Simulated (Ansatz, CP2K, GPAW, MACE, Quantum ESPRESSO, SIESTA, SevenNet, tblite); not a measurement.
## Random rock-salt alloy of NbC and TiC (64 atoms) in tblite

Wanted: tblite inputs and outputs for random rock-salt alloy of NbC and TiC (64 atoms), checked against a plane-wave reference.

Main program and level: tblite 0.8.0; the method is named at each step.

### 1. The structure

The cell holds 64 atoms: 20 Ti, 32 C and 12 Nb. Cell: a = 8.762 Å, b = 8.762 Å, c = 8.762 Å, α = 90.0°, β = 90.0°, γ = 90.0°. It derives from NbC (rock-salt), repeated 2×2×2. Rock-salt NbC, 2 x 2 x 2 conventional cells, 20 of 32 Nb sites given to Ti at random (x = 0.625), lattice by Vegard's rule (a = 4.381 Å); not relaxed, displaced by a Gaussian of 0.02 Å. Then every atom was moved at random, 0.02 Å r.m.s. a Cartesian component.

The yardstick, on the same geometry:

| Quantity | Value |
| --- | --- |
| method | Kohn-Sham DFT, PBE, SSSP efficiency 1.3.0 pseudopotentials, plane waves (Quantum ESPRESSO 7.5); sssp-pbe-1.3.0-efficiency, cutoffs 45/360 Ry, Γ point |
| r.m.s. force component | 0.5196 eV/Å |
| longest force | 2.174 eV/Å |
| pressure | 2.944 GPa |
| time | 3.8 min on 2 MPI ranks of Arm Neoverse V1, shared host |
| CPU time | 7.6 min |

### 2. GFN1-xTB

Method: GFN1-xTB tight binding, diagonalisation.

run.py

```python
import numpy as np
from ase.io import read
from tblite.ase import TBLite

atoms = read("structure.xyz")
atoms.calc = TBLite(method="GFN1-xTB", electronic_temperature=580, accuracy=1.0, max_iterations=250, mixer_damping=0.1, verbosity=1)
energy = atoms.get_potential_energy()
forces = atoms.get_forces()
print(f"energy {energy:.6f} eV")
print("forces (eV/A)")
for i, (a, f) in enumerate(zip(atoms, forces)):
    print(f"{i:4d} {a.symbol:2s} {f[0]:10.5f} {f[1]:10.5f} {f[2]:10.5f}")
stress = -atoms.get_stress(voigt=False) * 160.21766
print("stress (GPa, compression positive)")
for row in stress:
    print(" ".join(f"{x:10.4f}" for x in row))
print("charges (e)")
print(np.array2string(atoms.get_charges(), precision=4, suppress_small=True, max_line_width=110, threshold=100000))
```

structure.xyz

```xyz
64
Lattice="8.76240 0.00000 0.00000 0.00000 8.76240 0.00000 0.00000 0.00000 8.76240" Properties=species:S:1:pos:R:3 pbc="T T T"
Ti 0.01402 0.02208 0.01910
C 2.21943 0.00105 0.01367
Nb 8.73410 2.17886 2.21733
C 2.20716 2.21908 2.18210
Ti 2.19095 0.01717 2.18052
C 8.74470 0.05012 2.17518
Ti 2.12918 2.22784 8.75776
C 0.01849 2.20050 8.76012
Ti 8.74619 0.00692 4.36613
C 2.22556 0.04740 4.34501
Ti 0.00131 2.23836 6.59581
C 2.20357 2.23336 6.59152
Ti 2.23546 8.74768 6.55173
C 8.73489 0.04802 6.56768
Nb 2.22223 2.20830 4.36026
C 8.74873 2.13846 4.40241
Nb 0.01901 4.40074 8.75986
C 2.18727 4.36683 8.72078
Nb 8.70737 6.56803 2.19262
C 2.18674 6.53316 2.19735
Ti 2.24063 4.42370 2.15213
C 8.73252 4.44035 2.24151
Nb 2.17316 6.55428 8.74873
C 8.75627 6.56321 8.74978
Nb 0.03873 4.35605 4.39023
C 2.16002 4.38602 4.35351
Ti 0.01989 6.60781 6.60264
C 2.20541 6.56146 6.55857
Ti 2.16510 4.39934 6.57049
C 0.07790 4.37612 6.49154
Nb 2.18228 6.60957 4.39373
C 8.72709 6.61088 4.36332
Ti 4.37778 8.73427 8.75635
C 6.59318 8.72954 8.75022
Ti 4.38576 2.14171 2.18341
C 6.54762 2.22328 2.18403
Nb 6.54061 8.73410 2.17754
C 4.38821 0.04627 2.18350
Nb 6.58503 2.19586 8.74286
C 4.34966 2.14679 0.03619
Ti 4.36665 0.02839 4.37550
C 6.54814 0.01604 4.39294
Nb 4.38444 2.19174 6.56637
C 6.54928 2.23362 6.56637
Nb 6.58862 0.02331 6.54709
C 4.37025 8.72595 6.60203
Ti 6.55112 2.15283 4.40582
C 4.36534 2.22320 4.36709
Ti 4.42571 4.39110 0.00131
C 6.56199 4.37910 8.73603
Ti 4.38900 6.58731 2.16826
C 6.56435 6.58854 2.21435
Ti 6.62078 4.37857 2.20252
C 4.43071 4.34606 2.18543
Ti 6.58932 6.54245 0.02453
C 4.37831 6.56348 0.00184
[... 4 atom lines left out ...]
Ti 6.58459 4.38856 6.55489
C 4.34282 4.39023 6.56286
Ti 6.54008 6.62069 4.39277
C 4.37165 6.56978 4.41310
```

On the command line:

```console
$ OMP_NUM_THREADS=1 python run.py > output.txt
```

The log of the run:

```text
------------------------------------------------------------
  cycle        total energy    energy error   density error
------------------------------------------------------------
      1     -73.40388081293  -7.3572526E+01   1.2431123E+00
      2     -101.1383179068  -2.7734437E+01   1.0579265E+00
      3     -113.5137535025  -1.2375436E+01   7.5139394E-01
      4     -102.9060034649   1.0607750E+01   9.5202148E-01
      5     -113.5189577245  -1.0612954E+01   6.6249745E-01
      6     -110.0680439010   3.4509138E+00   5.4293801E-01
      7     -114.2185044441  -4.1504605E+00   4.3065430E-01
      8     -115.8373285590  -1.6188241E+00   3.5502749E-01
      9     -115.1712970949   6.6603146E-01   2.6599666E-01
     10     -114.5829534578   5.8834364E-01   2.4791990E-01
     11     -115.8759168166  -1.2929634E+00   1.4197169E-01
     12     -116.2716865055  -3.9576969E-01   7.1477139E-02
     13     -116.3331912711  -6.1504766E-02   4.8078978E-02
     14     -116.3690032764  -3.5812005E-02   3.4394023E-02
     15     -116.3744471846  -5.4439082E-03   2.9267013E-02
     16     -116.3794107965  -4.9636118E-03   2.6675035E-02
     17     -116.3864476664  -7.0368700E-03   1.9785930E-02
     18     -116.3902448943  -3.7972278E-03   1.4357232E-02
     19     -116.3935443874  -3.2994932E-03   8.1389478E-03
     20     -116.3945083909  -9.6400343E-04   5.2923972E-03
     21     -116.3948220502  -3.1365935E-04   3.7073602E-03
     22     -116.3950310666  -2.0901640E-04   2.6006231E-03
     23     -116.3951572092  -1.2614260E-04   1.1457923E-03
     24     -116.3951760902  -1.8881016E-05   7.6665877E-04
     25     -116.3951867260  -1.0635746E-05   2.4281690E-04
     26     -116.3951871821  -4.5610206E-07   1.5348507E-04
     27     -116.3951872885  -1.0637567E-07   1.1806052E-04
     28     -116.3951871366   1.5187992E-07   1.5112208E-04
     29     -116.3951873797  -2.4312060E-07   6.7626903E-05
     30     -116.3951874548  -7.5054970E-08   4.0148029E-05
     31     -116.3951874715  -1.6727611E-08   3.0434943E-05
     32     -116.3951874809  -9.3855448E-09   1.4450882E-05
------------------------------------------------------------
 total:                                   5.420 sec
energy -3167.274378 eV
forces (eV/A)
   0 Ti    0.22601   -0.07995   -0.24753
   1 C    -0.13402    0.73972   -0.10313
   2 Nb   -0.09541   -0.03203    0.03025
   3 C     0.65058   -0.10953   -0.83234
   4 Ti    0.17999   -0.15535   -0.21031
   5 C     0.75155   -0.10072    0.07394
   6 Ti    0.39086   -0.11051    0.09984
   7 C     0.58836   -0.87213   -0.72246
   8 Ti    0.35695    0.03843    0.18552
   9 C    -0.29817   -0.36286    0.20987
  10 Ti    0.02878   -0.54178   -0.19109
  11 C    -0.72500   -0.31602    0.63288
  12 Ti   -0.36608    0.35881    0.19348
  13 C     0.97847   -0.07464    0.01368
  14 Nb   -0.33567   -0.13195    0.12931
  15 C    -0.68364   -0.39048    0.63557
  16 Nb   -0.16099   -0.00713    0.02443
  17 C     0.84724   -0.83694    0.19684
  18 Nb    0.04357    0.23383    0.19262
  19 C     0.92359    0.28461   -0.08566
  20 Ti    0.01485   -0.25726    0.05909
  21 C     0.12015   -0.29590   -0.44327
  22 Nb   -0.04445    0.49312    0.27199
  23 C    -0.69215    0.83606   -0.83442
[...]
56 Nb    0.27968    0.58349   -0.12539
  57 C     0.02309    0.10687   -0.12911
  58 Ti    0.36217   -0.14959   -0.10965
  59 C     0.05749   -0.82811    0.04048
  60 Ti    0.03259    0.20837   -0.03868
  61 C     0.16476    0.68583    0.81969
  62 Ti   -0.06513   -0.20989    0.24757
  63 C     0.71332    0.69757   -0.11888
stress (GPa, compression positive)
  -16.0630    -0.0141     0.3617
   -0.0141   -15.8702    -0.0973
    0.3617    -0.0973   -17.1610
charges (e)
[-0.059  -0.1585  0.6192 -0.2055 -0.0519 -0.2501  0.004  -0.2442 -0.0673 -0.1978 -0.0499 -0.1965 -0.0412
 -0.163   0.6445 -0.2413  0.6228 -0.193   0.6264 -0.2381 -0.1145 -0.294   0.676  -0.2383  0.6597 -0.2799
 -0.0519 -0.1901 -0.1129 -0.2016  0.6639 -0.2395 -0.0471 -0.2349 -0.0196 -0.2403  0.6469 -0.1625  0.6067
 -0.1943 -0.0726 -0.1895  0.623  -0.239   0.6732 -0.1945 -0.0964 -0.2299 -0.003  -0.2027 -0.0294 -0.1995
 -0.0751 -0.1642 -0.0329 -0.1549  0.6695 -0.1986 -0.0247 -0.1572 -0.0441 -0.1982 -0.061  -0.1896]
```

Run time: 6 s. Hardware: 1 thread of Arm Neoverse V1, shared host; peak memory 0.12 GiB.

Banners, paths, timers and routine set-up lines are dropped from the logs unmarked, and long logs keep their key lines alone; longer cuts are marked.

Compared with the plane-wave run:

| Item | Value |
| --- | --- |
| r.m.s. force component | 0.4212 eV/Å |
| r.m.s. difference of force components | 390.1 meV/Å |
| longest difference of force vectors | 1159 meV/Å |
| force difference over r.m.s. force | 75.07 % |
| slope of forces against the reference's | 0.5467 |
| correlation of force components | 0.6745 |
| pressure | -16.36 GPa |
| pressure difference | -19.31 GPa |

Length of the force difference by element (eV/Å):

| element | atoms | mean | most |
| --- | --- | --- | --- |
| C | 32 | 0.68 | 1.2 |
| Nb | 12 | 0.65 | 0.97 |
| Ti | 20 | 0.53 | 0.91 |

Local excerpt of 9 atoms (numbers count through the whole input) about C48, which bears the longest force; x, y, z are measured from there.

| atom | x | y | z | distance (Å) | bonds | Mulliken charge (e) | Fx | Fy | Fz (eV/Å) |
| --- | --- | --- | --- | --- | --- | --- | --- | --- | --- |
| C48 | 0.00 | 0.00 | 0.00 | 0.00 | 6 | -0.23 | 0.85 | -1.04 | -0.55 |
| Nb57 | 0.04 | 2.13 | -0.02 | 2.13 | 6 | 0.67 | 0.28 | 0.58 | -0.13 |
| Nb15 | -2.14 | -0.01 | -0.01 | 2.14 | 6 | 0.64 | -0.34 | -0.13 | 0.13 |
| Ti35 | 0.02 | -0.08 | -2.18 | 2.19 | 6 | -0.02 | -0.04 | 0.21 | -0.33 |
| Ti47 | 2.19 | -0.07 | 0.04 | 2.19 | 6 | -0.10 | 0.09 | 0.26 | -0.15 |
| Ti41 | 0.00 | -2.19 | 0.01 | 2.19 | 6 | -0.07 | 0.09 | -0.26 | -0.10 |
| Nb43 | 0.02 | -0.03 | 2.20 | 2.20 | 6 | 0.62 | -0.36 | -0.11 | 0.42 |
| C54 | 0.07 | 2.12 | -2.18 | 3.04 | 6 | -0.16 | -0.29 | 0.35 | -0.76 |
| C10 | -2.14 | -2.18 | -0.02 | 3.05 | 6 | -0.20 | -0.30 | -0.36 | 0.21 |

Atoms are counted from 1 here, from 0 in the log.

Forces lie 75 % from the reference's, at 0.013 times its CPU time (on 1 against 2 cores).

### 3. Results

```
force difference from the reference : tblite GFN1-xTB, 75 %
its CPU time                        : 6 s
```

In words: Tight binding differs by 75 % (tblite GFN1-xTB); it is another model, with fitted parameters of its own, and the xTB methods hold dispersion. One electronic-structure run takes under half the reference's CPU time: tblite GFN1-xTB, at 75 % in 6 s against 7.6 min, too far off to be of use; its pressure misses by -19.3 GPa. Periodic xTB results under one method name differ between programs and library versions. The reference's pressure holds the uncorrected Pulay stress of its 45 Ry basis, so small pressure differences, and their order, may be the reference's own error. The host structure and its lattice constant were typed by rule, without a check against the phase diagram. The reference's pressure of 2.9 GPa belongs to a cell and atoms that aren't relaxed at this level. The electronic-structure runs sample only Γ, in a cell whose shortest periodic width is 9 Å.

[Also dropped from logs without a mark: logging warnings of Python, and SIESTA's first energy breakdown and zero terms.]

[Logs are printed without paths, hosts, clocks, repeated set-up lines and the standing remarks that a program may print on its own settings, such as how far it seeks lower states.]

[Hosts, paths, dates, database ids (printed as entryN), source tags and the programs' standing remarks are cut or masked in the printed files.]
